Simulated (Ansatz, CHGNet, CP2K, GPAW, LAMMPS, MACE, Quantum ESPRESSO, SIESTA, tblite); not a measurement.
## Quantum ESPRESSO on amorphous carbon (100 atoms): settings against a plane-wave reference

Wanted: Quantum ESPRESSO inputs and outputs for amorphous carbon (100 atoms), checked against a plane-wave reference.

Calculated with Quantum ESPRESSO 7.5; the method is named at each step.

## (1) Set-up

The cell holds 100 atoms: 100 C. Cell: a = 10.470 Å, b = 10.470 Å, c = 10.470 Å, α = 90.0°, β = 90.0°, γ = 90.0°. 100 atoms (100 C) placed at random at 1.74 g/cm³, melted at 5500 K for 10 ps at fixed volume with the LCBOP (Los and Fasolino, Phys. Rev. B 68, 024107 (2003)). Quenched from 5500 K to 300 K at 100 K/ps and fixed volume, held 5 ps.

The yardstick, on the same geometry:

| Quantity | Value |
| --- | --- |
| method | Kohn-Sham DFT, PBE, PAW, plane waves (Ansatz 0.2.0); cutoff 420 eV, Γ point, fermi-dirac smearing of 0.05 eV; PAW set soft_2 |
| r.m.s. force component | 1.425 eV/Å |
| longest force | 5.513 eV/Å |
| pressure | -13.66 GPa |
| SCF cycles | 10 |
| time | 6.3 s on 8 threads of Arm Neoverse V2, shared host |
| CPU time | 45 s |

## (2) PBE, sssp-1.3.0-efficiency, 45/360 Ry

Method: Kohn-Sham DFT, PBE, SSSP efficiency 1.3.0 pseudopotentials, plane waves.

File pw.in:

```
&control
  calculation = 'scf'
  pseudo_dir = './pseudo'
  outdir = './tmp'
  disk_io = 'none'
  tprnfor = .true.
  tstress = .true.
/
&system
  ibrav = 0
  nat = 100
  ntyp = 1
  ecutwfc = 45
  ecutrho = 360
  nosym = .true.
  occupations = 'smearing'
  smearing = 'fd'
  degauss = 0.003675
/
&electrons
  conv_thr = 5.0e-07
  electron_maxstep = 100
  mixing_beta = 0.2
  mixing_mode = 'local-TF'
  diagonalization = 'david'
/
ATOMIC_SPECIES
C 12.011 C.upf
CELL_PARAMETERS angstrom
10.46950 0.00000 0.00000
0.00000 10.46950 0.00000
0.00000 0.00000 10.46950
ATOMIC_POSITIONS crystal
C 0.46867 0.08807 0.66176
C 0.29458 0.56485 0.37092
C 0.26900 0.79303 0.20754
C 0.25985 0.93802 0.61120
C 0.40165 0.96118 0.61551
C 0.76942 0.20338 0.78821
C 0.68287 0.22402 0.89507
C 0.19125 0.12554 0.70873
C 0.60707 0.31261 0.62696
C 0.40065 0.36338 0.43904
C 0.38697 0.86635 0.01807
C 0.46961 0.83509 0.59737
C 0.95579 0.41607 0.24420
C 0.90810 0.81193 0.23382
C 0.58458 0.56400 0.64627
C 0.52456 0.79083 0.48082
C 0.68648 0.65278 0.61375
C 0.47656 0.60989 0.71470
C 0.81407 0.70230 0.66635
C 0.63071 0.37543 0.07481
C 0.37637 0.39545 0.01853
C 0.97291 0.96082 0.91532
C 0.12984 0.44342 0.07638
C 0.99432 0.09854 0.88722
C 0.86720 0.79422 0.56895
C 0.49716 0.32521 0.06438
C 0.94427 0.44869 0.48415
C 0.51592 0.58342 0.00793
C 0.37078 0.99940 0.98980
C 0.93084 0.82969 0.95352
C 0.41960 0.51151 0.94573
C 0.42436 0.73352 0.67288
C 0.90466 0.47029 0.02657
C 0.34793 0.05741 0.86537
C 0.38093 0.82918 0.28256
C 0.46988 0.92751 0.25341
C 0.03340 0.79219 0.26654
C 0.24759 0.16119 0.28485
C 0.16157 0.73842 0.27878
C 0.82408 0.43560 0.92569
C 0.95170 0.37023 0.36820
C 0.19959 0.22316 0.03238
C 0.39312 0.10195 0.07865
C 0.09842 0.66268 0.48492
C 0.54990 0.68788 0.08347
C 0.99028 0.86103 0.58058
C 0.57457 0.43816 0.57690
C 0.73682 0.30523 0.69408
C 0.23019 0.11521 0.83695
C 0.34715 0.15208 0.37820
C 0.38902 0.57418 0.82631
C 0.14398 0.23743 0.34303
C 0.95756 0.70796 0.87920
C 0.47077 0.10720 0.80654
C 0.07211 0.64258 0.95652
C 0.03909 0.52319 0.01258
[... 40 atom lines left out ...]
C 0.78627 0.80747 0.31027
C 0.84226 0.49023 0.79639
C 0.43704 0.74674 0.38123
C 0.27522 0.78170 0.06615
K_POINTS gamma
```

Run with:

```sh
OMP_NUM_THREADS=1 mpirun -np 2 pw.x -in pw.in > output.txt
```

Output:

```text
Program PWSCF
     gamma-point specific algorithms are used
     Parallelization info
     sticks:   dense  smooth     PW     G-vecs:    dense   smooth      PW
     Min        5606    2810    702               446914   157990   19802
     Max        5607    2811    703               446921   157995   19805
     Sum       11213    5621   1405               893835   315985   39607
     bravais-lattice index     =            0
     lattice parameter (alat)  =      19.7845  a.u.
     unit-cell volume          =    7744.1619 (a.u.)^3
     number of atoms/cell      =          100
     number of atomic types    =            1
     number of electrons       =       400.00
     number of Kohn-Sham states=          240
     kinetic-energy cutoff     =      45.0000  Ry
     charge density cutoff     =     360.0000  Ry
     scf convergence threshold =      5.0E-07
     mixing beta               =       0.2000
     number of iterations used =            8  local-TF  mixing
     Exchange-correlation= SLA  PW   PBX  PBC
                           (   1   4   3   4   0   0   0)
     crystal axes: (cart. coord. in units of alat)
               a(1) = (   1.000000   0.000000   0.000000 )
               a(2) = (   0.000000   1.000000   0.000000 )
               a(3) = (   0.000000   0.000000   1.000000 )
     reciprocal axes: (cart. coord. in units 2 pi/alat)
               b(1) = (  1.000000  0.000000  0.000000 )
               b(2) = (  0.000000  1.000000  0.000000 )
               b(3) = (  0.000000  0.000000  1.000000 )
     PseudoPot. # 1 for C :
     Pseudo is Projector augmented-wave + core cor, Zval =  4.0
     atomic species   valence    mass     pseudopotential
     C                 4.00    12.01100     C ( 1.00)
     No symmetry found
   Cartesian axes
     number of k points=     1  Fermi-Dirac smearing, width (Ry)=  0.0037
                       cart. coord. in units 2pi/alat
        k(    1) = (   0.0000000   0.0000000   0.0000000), wk =   2.0000000
     Dense  grid:   446918 G-vectors     FFT dimensions: ( 120, 120, 120)
     Smooth grid:   157993 G-vectors     FFT dimensions: (  90,  90,  90)
     Check: negative core charge=   -0.000010
     Initial potential from superposition of free atoms
     starting charge     399.9958, renormalised to     400.0000
     Starting wfcs are  400 randomized atomic wfcs
     Self-consistent Calculation
     iteration #  1     ecut=    45.00 Ry     beta= 0.20
     total energy              =   -1838.85430331 Ry
     estimated scf accuracy    <       7.80408758 Ry
     iteration #  2     ecut=    45.00 Ry     beta= 0.20
     total energy              =   -1836.29991441 Ry
     estimated scf accuracy    <       5.76024136 Ry
     iteration #  3     ecut=    45.00 Ry     beta= 0.20
     total energy              =   -1836.81154830 Ry
     estimated scf accuracy    <       0.83454441 Ry
     iteration #  4     ecut=    45.00 Ry     beta= 0.20
     total energy              =   -1836.72780092 Ry
     estimated scf accuracy    <       0.45282932 Ry
     iteration #  5     ecut=    45.00 Ry     beta= 0.20
     total energy              =   -1836.72741670 Ry
     estimated scf accuracy    <       0.13673918 Ry
     iteration #  6     ecut=    45.00 Ry     beta= 0.20
     total energy              =   -1836.73700485 Ry
     estimated scf accuracy    <       0.03458472 Ry
[...]
c_bands:  1 eigenvalues not converged
[...]
total energy              =   -1836.73949916 Ry
[...]
iteration # 16     ecut=    45.00 Ry     beta= 0.20
     total energy              =   -1836.73949937 Ry
     estimated scf accuracy    <       0.00000097 Ry
     iteration # 17     ecut=    45.00 Ry     beta= 0.20
     total energy              =   -1836.73949947 Ry
     estimated scf accuracy    <       0.00000051 Ry
     iteration # 18     ecut=    45.00 Ry     beta= 0.20
     End of self-consistent calculation
          k = 0.0000 0.0000 0.0000 ( 19804 PWs)   bands (ev):
   -14.8933 -14.5620 -14.3702 -14.2137 -14.0202 -13.8872 -13.7473 -13.6025
   -13.4302 -13.3212 -13.1456 -13.0506 -12.9573 -12.7444 -12.5256 -12.4116
   -12.3371 -12.2955 -12.1875 -12.0852 -11.8299 -11.7589 -11.7380 -11.6275
   -11.5420 -11.4166 -11.1958 -10.9694 -10.9410 -10.7941 -10.7626 -10.6564
   -10.5998 -10.4746 -10.3531 -10.3002 -10.0880 -10.0460 -10.0168  -9.8542
    -9.7491  -9.5900  -9.5424  -9.3057  -9.1536  -9.0470  -8.8489  -8.6623
[...]
5.4839   5.5968   5.6110   5.9294   6.0331   6.1410   6.2702   6.3439
     6.4400   6.5399   6.6654   6.6872   6.8240   6.9058   6.9701   6.9871
     7.1697   7.2432   7.4395   7.4805   7.5693   7.7037   7.7822   7.8125
     the Fermi energy is     4.2525 ev
!    total energy              =   -1836.73949949 Ry
     total all-electron energy =     -7613.149282 Ry
     estimated scf accuracy    <       0.00000023 Ry
     smearing contrib. (-TS)   =      -0.01794480 Ry
     internal energy E=F+TS    =   -1836.72155469 Ry
     The total energy is F=E-TS. E is the sum of the following terms:
     one-electron contribution =    -861.11271967 Ry
     hartree contribution      =     603.16740817 Ry
     xc contribution           =    -453.87456834 Ry
     ewald contribution        =    -508.33239466 Ry
     one-center paw contrib.   =    -616.56928019 Ry
     convergence has been achieved in  18 iterations
     Forces acting on atoms (cartesian axes, Ry/au):
     atom    1 type  1   force =     0.00394140    0.05710480   -0.03114725
     atom    2 type  1   force =     0.08204577    0.03082010   -0.00462751
     atom    3 type  1   force =    -0.00227868   -0.03300282   -0.07358341
     atom    4 type  1   force =     0.13252328    0.00161777    0.01646163
     atom    5 type  1   force =    -0.07883513   -0.00902420    0.00377046
     atom    6 type  1   force =     0.16267422   -0.02303799   -0.07498672
[...]
atom   98 type  1   force =     0.01766091    0.04660441   -0.03171500
     atom   99 type  1   force =    -0.00517726    0.14481462   -0.04795958
     atom  100 type  1   force =    -0.01093973   -0.03745107   -0.14020769
     Total force =     0.961266     Total SCF correction =     0.000709
     Computing stress (Cartesian axis) and pressure
          total   stress  (Ry/bohr**3)                   (kbar)     P=     -136.18
  -0.00110729  -0.00017292  -0.00020157         -162.89      -25.44      -29.65
  -0.00017292  -0.00074413  -0.00011171          -25.44     -109.47      -16.43
  -0.00020157  -0.00011171  -0.00092573          -29.65      -16.43     -136.18
     Message from routine punch:
     Nothing written, as per user request (disk_io='none')
```

Wall time 2.6 min (2 MPI ranks of Arm Neoverse V2, shared host); peak memory 2.8 GiB.

Banners, paths, timers and routine set-up lines are dropped from the logs unmarked, and long logs keep their key lines alone; longer cuts are marked.

Against the reference:

| Item | Value |
| --- | --- |
| r.m.s. force component | 1.427 eV/Å |
| r.m.s. difference of force components | 5.544 meV/Å |
| longest difference of force vectors | 24.79 meV/Å |
| force difference over r.m.s. force | 0.389 % |
| slope of forces against the reference's | 1.001 |
| correlation of force components | 1 |
| pressure | -13.62 GPa |
| pressure difference | 0.0379 GPa |

Local excerpt of 10 atoms (numbers count through the whole input) about C50, which has 2 bonded neighbours where the commonest count for C is 3; x, y, z are measured from there.

| atom | x | y | z | distance (Å) | bonds | Fx | Fy | Fz (eV/Å) |
| --- | --- | --- | --- | --- | --- | --- | --- | --- |
| C50 | 0.00 | 0.00 | 0.00 | 0.00 | 2 | -0.17 | 0.11 | 0.51 |
| C57 | 0.67 | 0.79 | 0.97 | 1.42 | 3 | -0.49 | -0.20 | -1.31 |
| C38 | -1.04 | 0.10 | -0.98 | 1.43 | 3 | 1.62 | -0.26 | 0.14 |
| C52 | -2.13 | 0.89 | -0.37 | 2.34 | 3 | -0.19 | 0.30 | -0.26 |
| C10 | 0.56 | 2.21 | 0.64 | 2.37 | 3 | -0.81 | -0.67 | -0.26 |
| C65 | -0.75 | 0.01 | -2.43 | 2.54 | 3 | -0.58 | 0.16 | -0.74 |
| C76 | 1.58 | 0.46 | 2.08 | 2.66 | 3 | 1.57 | -0.58 | 2.37 |
| C67 | -1.69 | 2.26 | -0.72 | 2.91 | 3 | -0.47 | 0.69 | 0.49 |
| C75 | -0.63 | 2.89 | 0.06 | 2.95 | 3 | -0.57 | -0.84 | -2.60 |
| C36 | 1.28 | -2.35 | -1.31 | 2.98 | 2 | 0.64 | 0.15 | 0.68 |

Forces lie 0.39 % from the reference's, at 7.0 times its CPU time (on 2 against 8 cores).

## (3) PBE, sssp-1.3.0-efficiency, 20/160 Ry

Method: Kohn-Sham DFT, PBE, SSSP efficiency 1.3.0 pseudopotentials, plane waves.

Changes to pw.in since step 2:

```diff
@@ -12,4 +12,4 @@
   ntyp = 1
-  ecutwfc = 45
-  ecutrho = 360
+  ecutwfc = 20
+  ecutrho = 160
   nosym = .true.
```

Output:

```text
[banner, memory and clock lines left out]
Program PWSCF
     gamma-point specific algorithms are used
[... lines left out ...]
     total energy              =   -1830.01503110 Ry
[... lines left out ...]
     total energy              =   -1830.43490088 Ry
[... lines left out ...]
     total energy              =   -1830.39692034 Ry
[... lines left out ...]
     total energy              =   -1830.39695308 Ry
[... lines left out ...]
     the Fermi energy is     4.4231 ev
!    total energy              =   -1830.39701007 Ry
[... lines left out ...]
     The total energy is F=E-TS. E is the sum of the following terms:
[... lines left out ...]
     convergence has been achieved in  17 iterations
[... lines left out ...]
     atom    1 type  1   force =     0.00018666    0.03491152   -0.02420728
     atom    2 type  1   force =     0.07658348    0.02655407   -0.00610902
     atom    3 type  1   force =    -0.00520098   -0.02714181   -0.07956896
[...]
atom   99 type  1   force =    -0.00779476    0.17198791   -0.04104374
     atom  100 type  1   force =    -0.01627253   -0.04191706   -0.16210721
     Total force =     1.029909     Total SCF correction =     0.000883
     Computing stress (Cartesian axis) and pressure
     negative rho (up, down):  1.329E-05 0.000E+00
          total   stress  (Ry/bohr**3)                   (kbar)     P=     -420.66
  -0.00300918  -0.00014308  -0.00018423         -442.67      -21.05      -27.10
  -0.00014308  -0.00269344  -0.00014192          -21.05     -396.22      -20.88
  -0.00018423  -0.00014192  -0.00287623          -27.10      -20.88     -423.11
     Message from routine punch:
     Nothing written, as per user request (disk_io='none')
```

Elapsed: 59 s, on 2 MPI ranks; peak memory 0.89 GiB; 2 min of CPU time.

Compared with the plane-wave run:

```yaml
r_m_s_force_component: 1.529 eV/Å
r_m_s_difference_of_force_components: 346.6 meV/Å
longest_difference_of_force_vectors: 1438 meV/Å
force_difference_over_r_m_s_force: 24.32 %
slope_of_forces_against_the_reference_s: 1.046
correlation_of_force_components: 0.9749
pressure: -42.07 GPa
pressure_difference: -28.41 GPa
energy_less_the_same_level_run_s: 862.9 meV/atom
r_m_s_force_difference_from_the_same_level_run: 344.3 meV/Å
```

This is a coarse setting, run to see what it loses.

Against the first run (0.39 %), the force difference from the reference is 24 %, at 0.38 times the CPU time: the cutoff matters here.

## (4) Side by side

Differences are against the plane-wave reference, forces as r.m.s. over components; share is that over the reference's r.m.s. force, slope the least-squares factor from reference forces to these. Total energies of different programs have different zeros and aren't compared.

| run | Δ force, r.m.s. (meV/Å) | share (%) | slope | Δ pressure (GPa) | cores | CPU time | memory (GiB) |
| --- | --- | --- | --- | --- | --- | --- | --- |
| reference | - | - | - | - | 8 | 45 s | 1.3 |
| QE PBE, sssp-1.3.0-efficiency, 45/360 Ry | 5.54 | 0.389 | 1.001 | 0.0379 | 2 | 5.2 min | 2.8 |
| QE PBE, sssp-1.3.0-efficiency, 20/160 Ry (coarse) | 347 | 24.3 | 1.046 | -28.4 | 2 | 2 min | 0.89 |

Rows marked coarse were listed beforehand as settings not expected to be converged; some can still land near the reference.

CPU time is summed over cores on a shared host, where runs went side by side, so it is rough. Symmetry, cutoffs, thresholds, outputs and thread counts weren't matched or tuned between programs; memory under MPI is the largest rank's times the ranks.

Within one program, basis, potentials and functional, energies share a zero. Each run against its twin at the usual cutoff or grid and solver:

| run | twin | Δ energy (meV/atom) | Δ force, r.m.s. (meV/Å) | CPU time over the twin's |
| --- | --- | --- | --- | --- |
| QE PBE, sssp-1.3.0-efficiency, 20/160 Ry | sssp-1.3.0-efficiency, 45/360 Ry | 863 | 344 | 0.38 |

## (5) Outcome

* nearest in forces: QE PBE, sssp-1.3.0-efficiency, 45/360 Ry, 0.39 %
* its CPU time: 5.2 min

What this shows: PBE on plane waves or a grid with other potentials, cutoffs or grids, coarse settings apart, differs from the reference by 0.39 % (QE PBE, sssp-1.3.0-efficiency, 45/360 Ry) of the r.m.s. force; this holds the reference's own error, so differences of a few per cent don't tell which side is nearer the exact PBE result (QE's 45 Ry are 612 eV, against the reference's 420 eV). Runs with settings chosen to be coarse differ by 24 % (QE PBE, sssp-1.3.0-efficiency, 20/160 Ry), their programs' other errors included. None of the electronic-structure runs in the table takes under half the reference's CPU time of 45 s; they take 2.7 to 7.0 times as much. In pressure, QE PBE, sssp-1.3.0-efficiency, 20/160 Ry misses by -28.4 GPa, at the same functional; a cutoff this low leaves a large Pulay stress. The quench rate of 100 K/ps is many orders above laboratory rates, so the cell is likely richer in defects and strain than a real sample. The network of bonds at the start is that of the classical potential that made the cell, and needn't be the one that DFT or experiment would give. The reference's stress is far from hydrostatic: its diagonal is -16.3, -11.0, -13.7 GPa, compression counted positive. The electronic-structure runs sample only Γ, in a cell whose shortest periodic width is 10 Å, which is coarse for a cell with partly filled levels.

[Also dropped from logs without a mark: logging warnings of Python, and SIESTA's first energy breakdown and zero terms.]

[Logs are printed without paths, hosts, clocks, repeated set-up lines and the standing remarks that a program may print on its own settings, such as how far it seeks lower states.]

[Hosts, paths, dates, database ids (printed as entryN), source tags and the programs' standing remarks are cut or masked in the printed files.]
